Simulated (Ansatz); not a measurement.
**W(100) with 4 thermally displaced layers, 2x2: scattering by thermal displacements**

Aim: the resistivity of W at 180 K from frozen thermal displacements between perfect leads.

Main program and level: Ansatz 0.2.0; Ansatz plane-wave DFT, PBE, PAW files; ballistic transport by layer matching (Landauer), zero bias; PAW set soft_1.

## Step 1: The starting structure

The cell holds 56 atoms: 56 W. Cell: a = 6.330 Å, b = 6.330 Å, c = 22.154 Å, α = 90.0°, β = 90.0°, γ = 90.0°. It derives from W. Regions: lead, 40 atoms (40 W); scattering region, 16 atoms (16 W). The structure is stacked along c, and the current runs across the ab planes.

## Step 2: With 4 displaced layers

Each atom of 4 layers is moved at random, by amounts drawn from a normal law 0.0317 Å wide in each direction from the Debye model (400 K) at 180 K. The layers about the cell's end stay perfect and serve as the lead. Disorder leaves little or no symmetry, which makes such runs dear. Energies from -0.05 to 0.05 eV in steps of 0.05 eV are too few for the program's thermal sum, so it prints no conductance; for a metal the transmission near the Fermi level serves, at a fraction of the cost.

Contents of input.yaml:

```yaml
crystal:
  lattice:
    - [6.3296, 0.0, 0.0]
    - [0.0, 6.3296, 0.0]
    - [0.0, 0.0, 22.1536]
  atoms:
    - { symbol: W, position: [0.0, 0.0, 0.0357142857] }
    - { symbol: W, position: [0.0, 0.5, 0.0357142857] }
    - { symbol: W, position: [0.5, 0.0, 0.0357142857] }
    - { symbol: W, position: [0.5, 0.5, 0.0357142857] }
    - { symbol: W, position: [0.25, 0.25, 0.1071428571] }
    - { symbol: W, position: [0.25, 0.75, 0.1071428571] }
    - { symbol: W, position: [0.75, 0.25, 0.1071428571] }
    - { symbol: W, position: [0.75, 0.75, 0.1071428571] }
    - { symbol: W, position: [0.0, 0.0, 0.1785714286] }
    - { symbol: W, position: [0.0, 0.5, 0.1785714286] }
    - { symbol: W, position: [0.5, 0.0, 0.1785714286] }
    - { symbol: W, position: [0.5, 0.5, 0.1785714286] }
    - { symbol: W, position: [0.25, 0.25, 0.25] }
    - { symbol: W, position: [0.25, 0.75, 0.25] }
    - { symbol: W, position: [0.75, 0.25, 0.25] }
    - { symbol: W, position: [0.75, 0.75, 0.25] }
    - { symbol: W, position: [0.0, 0.0, 0.3214285714] }
    - { symbol: W, position: [0.0, 0.5, 0.3214285714] }
    - { symbol: W, position: [0.5, 0.0, 0.3214285714] }
    - { symbol: W, position: [0.5, 0.5, 0.3214285714] }
    - { symbol: W, position: [0.2499657719, 0.2552451443, 0.3939194771] }
    - { symbol: W, position: [0.2536297671, 0.7581162064, 0.3911301665] }
    - { symbol: W, position: [0.746856576, 0.2433784701, 0.3927027861] }
    - { symbol: W, position: [0.7550075927, 0.7498899579, 0.3935674969] }
    - { symbol: W, position: [0.9904198044, 0.0007373491, 0.4629865073] }
    - { symbol: W, position: [0.0089014322, 0.5044464763, 0.4656456687] }
    - { symbol: W, position: [0.4997099273, 0.0030727636, 0.4652281497] }
    - { symbol: W, position: [0.4982732369, 0.4975062803, 0.4641213009] }
    - { symbol: W, position: [0.2469643899, 0.2470201061, 0.5353083471] }
    - { symbol: W, position: [0.2463478654, 0.7538422077, 0.5334278731] }
    - { symbol: W, position: [0.7541291688, 0.2468635402, 0.5349322203] }
    - { symbol: W, position: [0.7432271341, 0.7492768001, 0.5353595077] }
    - { symbol: W, position: [0.0009599196, 0.997323767, 0.607277164] }
    - { symbol: W, position: [0.0091235554, 0.5020506392, 0.6063210394] }
    - { symbol: W, position: [0.5047786928, 0.999354218, 0.6079935894] }
    - { symbol: W, position: [0.5030721878, 0.498039278, 0.6043776974] }
    - { symbol: W, position: [0.25, 0.25, 0.6785714286] }
    - { symbol: W, position: [0.25, 0.75, 0.6785714286] }
    - { symbol: W, position: [0.75, 0.25, 0.6785714286] }
    - { symbol: W, position: [0.75, 0.75, 0.6785714286] }
    - { symbol: W, position: [0.0, 0.0, 0.75] }
    - { symbol: W, position: [0.0, 0.5, 0.75] }
    - { symbol: W, position: [0.5, 0.0, 0.75] }
    - { symbol: W, position: [0.5, 0.5, 0.75] }
    - { symbol: W, position: [0.25, 0.25, 0.8214285714] }
    - { symbol: W, position: [0.25, 0.75, 0.8214285714] }
    - { symbol: W, position: [0.75, 0.25, 0.8214285714] }
    - { symbol: W, position: [0.75, 0.75, 0.8214285714] }
    - { symbol: W, position: [0.0, 0.0, 0.8928571429] }
    - { symbol: W, position: [0.0, 0.5, 0.8928571429] }
    - { symbol: W, position: [0.5, 0.0, 0.8928571429] }
    - { symbol: W, position: [0.5, 0.5, 0.8928571429] }
    - { symbol: W, position: [0.25, 0.25, 0.9642857143] }
    - { symbol: W, position: [0.25, 0.75, 0.9642857143] }
    - { symbol: W, position: [0.75, 0.25, 0.9642857143] }
    - { symbol: W, position: [0.75, 0.75, 0.9642857143] }
kpoints:
  mp_grid: { grid: [4, 4, 1] }
hamiltonian:
  xc: pbe
  pseudopotentials: { kind: paw, azcp: { folder: soft_1 } }
scf:
  occupations: { method: fermi_dirac, width: 0.1 }
output:
  transmission: { leads: [[0, 4]], kmesh: [8, 8], e_range: [-0.05, 0.05], de: 0.05 }
  write_potential: true
  write_density: true
  volumetric_format: npy
  elf: true
```

On the command line:

```bash
ansatz run input.yaml --threads 4 --pin off --max-ram 15360MiB --backend cpu --events-out ev --progress --plain --runs-dir out
```

Numbers of over 12 decimals in the logs are rounded to 6 here.

The program printed:

```text
Engine: ansatz 0.2.0, aarch64-unknown-linux-gnu
Pseudopotentials: kind: paw
Pseudopotential: W, paw, valence charge 14, recommended cutoff 420 eV (normal), soft_1/W.paw.azcp
Functional definition: PBE
  parameter kappa = 0.804
  parameter beta = 0.066725
  exchange = pbe_x(kappa = kappa, mu = beta*pi^2/3)
  correlation = pbe_c(beta = beta)
Crystal: 56 atoms, lattice volume = 887.558 Å³
Basis set: ecut = 420 eV, 17351 PW (Γ)
Bands: 471, of which v1, the nominal top of the filled ones, is band 392 counted from 1 (391 counted from 0)
Symmetry: 1 space group operations
Space group: P1 (ITA 1), of the structure as read, at distance tolerance 9.6e-5 Å
k-points: 10 of 16 (time reversal used)
Non-local potential: W, projectors of the file, l = 0: 3, l = 1: 2, l = 2: 2, l = 3: 1
PAW form: soft (Blöchl's): semilocal exchange-correlation on the pseudo side does not see the compensation charge
PAW one-centre angular grid: W, 590 points (default); XC on 64 Gauss nodes
Initial density: superposition of atomic densities (chi_scale 0.1, normalization cell)
Initial wavefunctions: pseudopotential atomic-orbital guess
Functional: x = pbe(κ = 0.804, μ = 0.219515), c = pbe(β = 0.066725)
SCF iter   1: F=—  HF=-581622.069030 eV  |F-HF|=—  |Δ(HF+E_count)|=         —  Δρ=6.31e-2  dr2=3.04e1  ethr=3.10e-3  ⟨swp⟩=5.2  Hψ=16926  notcnv=0
preconditioner: auto → Kerker (q_TF=auto, 2.672 Å⁻¹)  [metal: Δε(μ)=0.008 eV  Ē_g=5.404 eV  σ=0.100 eV  W_gap=0.02  n_scr=294 (ndim 8)  ℏωp=22.8 eV  f_vac=0.000  D(μ)=25.74/eV (n_scr^D=188)]
SCF iter   2: F=—  HF=-581614.902871 eV  |F-HF|=—  |Δ(HF+E_count)|=    7.17e0  Δρ=3.77e-2  dr2=1.05e1  ethr=3.10e-3  ⟨swp⟩=2.0  Hψ=6038  notcnv=0  defer=9
SCF iter   3: F=—  HF=-581611.302378 eV  |F-HF|=—  |Δ(HF+E_count)|=    3.60e0  Δρ=2.96e-3  dr2=3.16e-2  ethr=1.34e-3  ⟨swp⟩=2.0  Hψ=8559  notcnv=0  defer=9
SCF iter   4: F=—  HF=-581611.319278 eV  |F-HF|=—  |Δ(HF+E_count)|=   1.69e-2  Δρ=3.06e-4  dr2=4.47e-4  ethr=4.03e-6  ⟨swp⟩=2.4  Hψ=8907  notcnv=0
SCF iter   5: F=—  HF=-581611.319471 eV  |F-HF|=—  |Δ(HF+E_count)|=   1.93e-4  Δρ=4.62e-5  dr2=3.80e-5  ethr=5.70e-8  ⟨swp⟩=2.9  Hψ=9247  notcnv=0
SCF iter   6: F=—  HF=-581611.318749 eV  |F-HF|=—  |Δ(HF+E_count)|=   7.22e-4  Δρ=6.51e-6  dr2=3.98e-6  ethr=4.85e-9  ⟨swp⟩=1.0  Hψ=4710  notcnv=0
SCF iter   7: F=—  HF=-581611.318749 eV  |F-HF|=—  |Δ(HF+E_count)|=   1.15e-7  Δρ=1.66e-6  dr2=1.18e-7  ethr=5.07e-10  ⟨swp⟩=1.0  Hψ=4710  notcnv=0
SCF iter   8: F=-581611.318749 eV  HF=-581611.318749 eV  |F-HF|=1.28e-9  |Δ(HF+E_count)|=   1.86e-9  Δρ=3.45e-7  dr2=1.94e-9  ethr=1.28e-11  ⟨swp⟩=7.0  Hψ=7998  notcnv=0
SCF 1 converged in 8 iterations: F = -581611.318749 eV  dr2 = 1.94e-9
  greatest PAW one-centre occupation: 0.999 electrons in one spin orbital (limit 2), on the W atom at site 24 (counted from 0), in its partial waves of l = 0
transmission: 99 of 952 steps passed
transmission: 192 of 952 steps passed
[...]
transmission: 952 of 952 steps passed
SCF converged after 8 iterations
Free energy (F): -581611.318749 eV
Harris-Foulkes:  -581611.318749 eV  (|F-HF|=1.28e-9)
Internal energy: -581610.339908 eV  (E = F + TS)
E sigma→0 (E₀):  -581610.829329 eV
Entropy (-TS):   -0.978841 eV (-17.479 meV/atom)
Fermi energy:    22.483054 eV
--- Per-component energies (eV) ---
  E_band       = -4714.280672
  E_kinetic    = 23622.030540
  E_local      = -30327.417327  (includes V_loc(G=0)·N_el)
  E_nonlocal   = -1426.813160
  E_hartree    = 12740.716962
  E_xc         = -14996.515987
  E_vxc        = -12961.943042  (∫ρ·V_xc dr)
  E_paw        = -480360.817394  (= ΣΔE_a)
  E_vpaw       = -9101.578651  (= ΣTr[D̂ρ^β])
  E_aug_tail   = 0.008259  (compensation charges beyond the density's cutoff)
  E_ewald      = -90861.531802
  E_smearing   = -0.978841  (= −TS)
  E_closure    = 0.000000  (closes the sum)
  Σ components = -581611.318749   (vs F -581611.318749, Δ=0.00e0)
--- Band table (eV; the first three rows and the last of 10) ---
  k-point 0: bands = [... 388 lower, 22.4013, 22.4045, 22.4113, 22.4162, 22.5505, 22.5703, 22.5866, 22.5875, ... 75 higher]
  k-point 1: bands = [... 388 lower, 22.1728, 22.1779, 22.3884, 22.3934, 22.4495, 22.4609, 22.5725, 22.5772, ... 75 higher]
  k-point 2: bands = [... 388 lower, 22.4335, 22.4447, 22.4471, 22.4834, 22.7130, 22.7500, 22.8563, 22.8732, ... 75 higher]
  k-point 9: bands = [... 388 lower, 21.7008, 21.7179, 21.7507, 21.7659, 22.5267, 22.5412, 22.5440, 22.5691, ... 75 higher]
--- Transmission ---
  basis      : 349 plane waves across, 28 finite elements along
  points     : 34, standing for a mesh of 8 x 8
  energies   : 3 from -0.050000 to 0.050000 eV about the Fermi level, 0.050000 eV apart; the leads are filled to 0.000000 eV, and channels, transmission and decay are at 0.000000 eV
  crystal 0  : W4, at the sites [0, 4], period 1.5824 Å, over 15.82 Å; its Hamiltonian steps by up to 1.5 meV
    offset         : up to 0.0000 Å between an atom of the period and one for which it stands
    channels       : 5.656250e0 a spin
    conductance    : none, the energies end too early or step too widely for 300 K: set another output.transmission.e_range or a lower de, or, where they end at an eighth of basis.ecutwfc, a higher one
    slowest decay  : 0.0291 /Å at (0.5000, 0.5000)
  junction   : crystal 0 to crystal 0, 0.70 to 21.27 Å
    transmission   : 5.399156e0 a spin
    conductance    : none, the energies end too early or step too widely for 300 K: set another output.transmission.e_range or a lower de, or, where they end at an eighth of basis.ecutwfc, a higher one
```

Wall time 17 min (4 threads of Arm Neoverse V1, shared host); peak memory 7.8 GiB; 56 min of CPU time.

The column dr2 measures how far the density is from self-consistency, as an energy; F and HF (Harris–Foulkes) agree once it is small.

This step gave:

| Item | Value |
| --- | --- |
| free energy | -581611.3187 eV |
| energy at zero smearing | -581610.8293 eV |
| Fermi energy | 22.48 eV |
| cell area | 40.06 Å² |
| transmission per spin nearest the Fermi level | 5.399 |
| open channels per spin nearest the Fermi level | 5.656 |
| step of the lead's potential | 1.5 meV |

Per spin. The transmission, zone mean by energy, zero at the Fermi level:

| energy (eV) | transmission, zone mean |
| --- | --- |
| -0.0500 | 5.05 |
| 0.0000 | 5.40 |
| 0.0500 | 5.33 |

Per spin. The open channels, zone mean, lead by energy, zero at the Fermi level:

| energy (eV) | open channels, zone mean, lead |
| --- | --- |
| -0.0500 | 5.28 |
| 0.0000 | 5.66 |
| 0.0500 | 5.53 |

Transmission over k1 and k2. At 0.0000 eV from the Fermi level.

Ten even steps from '_' (0.0) to '@' (13.8):
```
..__::::==::::__
..::..==**==..::
::::==%%@@%%==::
++==**@@@@@@**==
::::==%%@@%%==::
..::..==**==..::
..__::::==::::__
__....::++::....
```
Columns: k1 (b1) from -0.5 to 0.375; rows upwards: k2 (b2) from -0.5 to 0.375.

Open channels over k1 and k2. At 0.0000 eV from the Fermi level.

Values, 8 rows by 8 columns:
```
 2.0  1.0  3.0  4.0  7.0  4.0  3.0  1.0
 2.0  3.0  2.0  7.0 10.0  7.0  2.0  3.0
 4.0  4.0  7.0 13.0 14.0 13.0  7.0  4.0
 8.0  7.0 10.0 14.0 14.0 14.0 10.0  7.0
 4.0  4.0  7.0 13.0 14.0 13.0  7.0  4.0
 2.0  3.0  2.0  7.0 10.0  7.0  2.0  3.0
 2.0  1.0  3.0  4.0  7.0  4.0  3.0  1.0
 0.0  2.0  2.0  4.0  8.0  4.0  2.0  2.0
```
Columns: k1 (b1) from -0.5 to 0.375; rows upwards: k2 (b2) from -0.5 to 0.375.

Valence density in the ca plane at fractional y = 0.000, with atoms of W within 0.2 Å of it. It is the smooth field of the valence electrons, not physical close to the nuclei.

Ten even steps from '0' (0.3 e/Å³) to '9' (5.6 e/Å³), each cell a mean:
```
16995000027983000049982000059961000169940000
02441000002431000014530000014420000024410000
00000000000000000000000000000000000000000000
00000000000000000000000000000000000000000000
00000000000000000000000000000000000000000000
00000000000000000000000000000000000000000000
02442000003531000013530000024520000024410000
16995000027993000038982000059971000169940000
17996100028994000049993000059971000279950000
04773000015862000026861000036740000148730000
00110000001210000001210000001100000011100000
00000000000000000000000000000000000000000000
00000000000000000000000000000000000000000000
00000000000000000000000000000000000000000000
01210000001210000001100000002210000012100000
04773000015862000026741000037841000148730000
17996100028994000049982000169971000279950000
```
Columns run along c (16.0 Å, from fractional 0.14 to 0.86 of the cell), rows up along a (6.3 Å). Atoms in or near the plane, at fractional coordinates: W at (0.18, 0.00), W at (0.18, 0.50), W at (0.32, 0.00), W at (0.32, 0.50), W at (0.46, 0.99), W at (0.47, 0.50), W at (0.61, 0.00), W at (0.61, 0.50), W at (0.75, 0.00), W at (0.75, 0.50).

ELF in the ca plane at fractional y = 0.000, with atoms of W within 0.2 Å of it. It is the smooth field of the valence electrons, not physical close to the nuclei.

Values, 9 rows by 16 columns, each cell a mean:
```
0.45 0.49 0.35 0.41 0.53 0.34 0.38 0.54 0.33 0.34 0.55 0.36 0.34 0.53 0.40 0.35
0.33 0.31 0.46 0.37 0.28 0.45 0.40 0.27 0.43 0.43 0.26 0.40 0.45 0.27 0.37 0.46
0.37 0.34 0.45 0.41 0.31 0.45 0.44 0.30 0.45 0.45 0.28 0.43 0.45 0.31 0.41 0.45
0.42 0.45 0.39 0.38 0.49 0.37 0.35 0.52 0.36 0.36 0.53 0.36 0.37 0.49 0.38 0.39
0.45 0.46 0.28 0.42 0.46 0.29 0.37 0.45 0.33 0.32 0.46 0.38 0.29 0.46 0.42 0.28
0.35 0.36 0.44 0.35 0.38 0.41 0.36 0.40 0.38 0.38 0.38 0.36 0.41 0.39 0.35 0.44
0.42 0.39 0.44 0.44 0.36 0.45 0.45 0.34 0.47 0.46 0.34 0.46 0.45 0.36 0.45 0.44
0.32 0.31 0.46 0.34 0.31 0.43 0.37 0.28 0.42 0.41 0.31 0.37 0.43 0.31 0.34 0.45
0.46 0.47 0.30 0.42 0.49 0.30 0.38 0.52 0.32 0.33 0.50 0.37 0.30 0.49 0.42 0.30
```
Columns run along c (16.0 Å, from fractional 0.14 to 0.86 of the cell), rows up along a (6.3 Å). Atoms in or near the plane, at fractional coordinates: W at (0.18, 0.00), W at (0.18, 0.50), W at (0.32, 0.00), W at (0.32, 0.50), W at (0.46, 0.99), W at (0.47, 0.50), W at (0.61, 0.00), W at (0.61, 0.50), W at (0.75, 0.00), W at (0.75, 0.50).

Electrostatic potential energy in the ca plane at fractional y = 0.000, with atoms of W within 0.2 Å of it. With pseudopotentials it is smooth inside the atoms' cores, unlike the true potential.

Ten even steps from '0' (-24 eV) to '9' (23 eV), each cell a mean:
```
50001699830002799610003899610005898400016998
73114899963125899841026999841137999731148999
98678999997678999986578999987689999986789999
99999999999999999999999999999999999999999999
99999999999999999999999999999999999999999999
98668999997678999987678999986679999976689999
73114899962125899852126999841137999731148999
50001699830002799720003899610004898400016998
40000599830001699710002799500004898300006997
61002799851003799830004899720016999510027998
86446899985347999975358999974468999864479999
99889999999889999998889999998899999998899999
99999999999999999999999999999999999999999999
99889999998889999999899999998899999998899999
86446899985347999975468999864358999853469999
61002799851003799830015999720016999510027998
40000599830001699610003899500004898300006997
```
Columns run along c (16.0 Å, from fractional 0.14 to 0.86 of the cell; values clipped at the 3rd and 97th percentile), rows up along a (6.3 Å). Atoms in or near the plane, at fractional coordinates: W at (0.18, 0.00), W at (0.18, 0.50), W at (0.32, 0.00), W at (0.32, 0.50), W at (0.46, 0.99), W at (0.47, 0.50), W at (0.61, 0.00), W at (0.61, 0.50), W at (0.75, 0.00), W at (0.75, 0.50).

Over the solved energies the transmission per spin lies between 5.05 and 5.40, out of 5.49 channels of the lead on average (up to 5.66).

(Part 1 of 2 ends here.)

[Logs are printed without paths, hosts, clocks, repeated set-up lines and the standing remarks that a program may print on its own settings, such as how far it seeks lower states.]

[Hosts, paths, dates, database ids (printed as entryN), source tags and the programs' standing remarks are cut or masked in the printed files.]
